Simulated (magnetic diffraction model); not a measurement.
# CeAsS4 below its ordering temperature

Space group P3_121 (no. 152), a = 8.5740 Å, c = 7.8280 Å.

```csv
site,atom,x,y,z
3a,Ce,0.5104,0.5104,0
3b,As,0.5028,0.5028,1/2
6c,S,0.8652,0.3049,0.3099
6c,S,0.8550,0.5417,0.0117
```

The compound is invented for this exercise: a known structure type with other elements, its cell scaled to their sizes and not relaxed.

Only Ce is taken to order (form factors of Ce3+); orders and moment sizes are assumed, and not adapted to the symmetry. Radiation: neutrons of λ = 2.567 Å, 5° to 50°; isotropic B of 0.61 Å² (Ce), 0.73 Å² (As) and 0.75 Å² (S). Simulated constant-wavelength pattern: nuclear and magnetic terms add, the magnetic one as |2.695 fm × Σ f S⊥ exp(2πi Q·r) exp(−B s²)|², summed over all Q at one angle with the factor 1/(sin²θ cos θ). For collinear order S is the moment m, which repeats by lattice and centring translations R with the sign exp(−2πi k·R). Free-ion form factors, Sears's scattering lengths of 1992, no absorption; a label names one of the reflections at its angle. The strongest nuclear line in the range is 100, and lines under 0.2 are left out.

Above the ordering temperature:

```csv
2θ (°),index,I
19.91,(1 0 0),100.0
27.57,(1 0 1),16.7
34.84,(1 1 0),21.6
39.92,(1 1 1),35.4
40.45,(2 0 0),76.1
43.52,(1 0 2),71.4
44.99,(2 0 1),13.5
```

Below it (cell unchanged):

```tsv
2θ (°)	I
19.91	100.0
22.06	12.5
27.57	16.7
28.48	4.7
34.84	21.6
34.99	1.7
36.17	4.0
39.92	35.4
40.45	76.1
43.52	71.4
44.99	13.5
45.59	0.9
```

**Question.** Find the propagation vector, then choose among these models:
A. collinear moments along [120], 1.3 μB on Ce; signs + at (0.5104, 0.5104, 0), + at (0, 0.4896, 2/3), − at (0.4896, 0, 1/3)
B. collinear moments along [120], 1.3 μB on Ce; signs + at (0.5104, 0.5104, 0), − at (0, 0.4896, 2/3), + at (0.4896, 0, 1/3)
C. collinear moments along [101], 1.3 μB on Ce; signs + at (0.5104, 0.5104, 0), + at (0, 0.4896, 2/3), − at (0.4896, 0, 1/3)
D. collinear moments along [101], 1.3 μB on Ce; signs + at (0.5104, 0.5104, 0), − at (0, 0.4896, 2/3), + at (0.4896, 0, 1/3)

The new lines index as (1 0 1/2) at 22.06°, (0 0 3/2) at 28.48°, (1 0 3/2) at 34.99° and (1 1 1/2) at 36.17°, that is as H ± k with k = (0 0 1/2). Half indices mean that the moments reverse under translations with k·R a half-integer, and the magnetic cell has twice the primitive volume.

Magnetic intensity, observed (below minus above) and for each model:

| 2θ (°) | index | observed | A | B | C | D |
| --- | --- | --- | --- | --- | --- | --- |
| 9.40 | (0 0 1/2) | <0.2 | <0.2 | 19.7 | <0.2 | 10.8 |
| 22.06 | (1 0 1/2) | 12.5 | 12.5 | 6.9 | 14.7 | 10.4 |
| 28.48 | (0 0 3/2) | 4.7 | 4.7 | 0.5 | 2.6 | 0.3 |
| 34.99 | (1 0 3/2) | 1.7 | 1.7 | 6.7 | 1.2 | 4.3 |
| 36.17 | (2 -1 1/2) | 4.0 | 4.0 | 3.3 | 5.4 | 3.5 |
| 41.62 | (2 0 1/2) | <0.2 | <0.2 | 3.0 | <0.2 | 3.9 |
| 45.59 | (1 1 3/2) | 0.9 | 0.9 | 2.5 | 0.8 | 3.0 |
| 48.40 | (0 0 5/2) | <0.2 | <0.2 | 0.7 | <0.2 | 0.4 |

Model A matches.

The absence at (0 0 1/2) is telling: the sublattices cancel there.

The structure used: k = (0 0 1/2), collinear moments along [120], 1.3 μB on Ce; signs + at (0.5104, 0.5104, 0), + at (0, 0.4896, 2/3), − at (0.4896, 0, 1/3).

[Logs are printed without paths, hosts, clocks, repeated set-up lines and the standing remarks that a program may print on its own settings, such as how far it seeks lower states.]
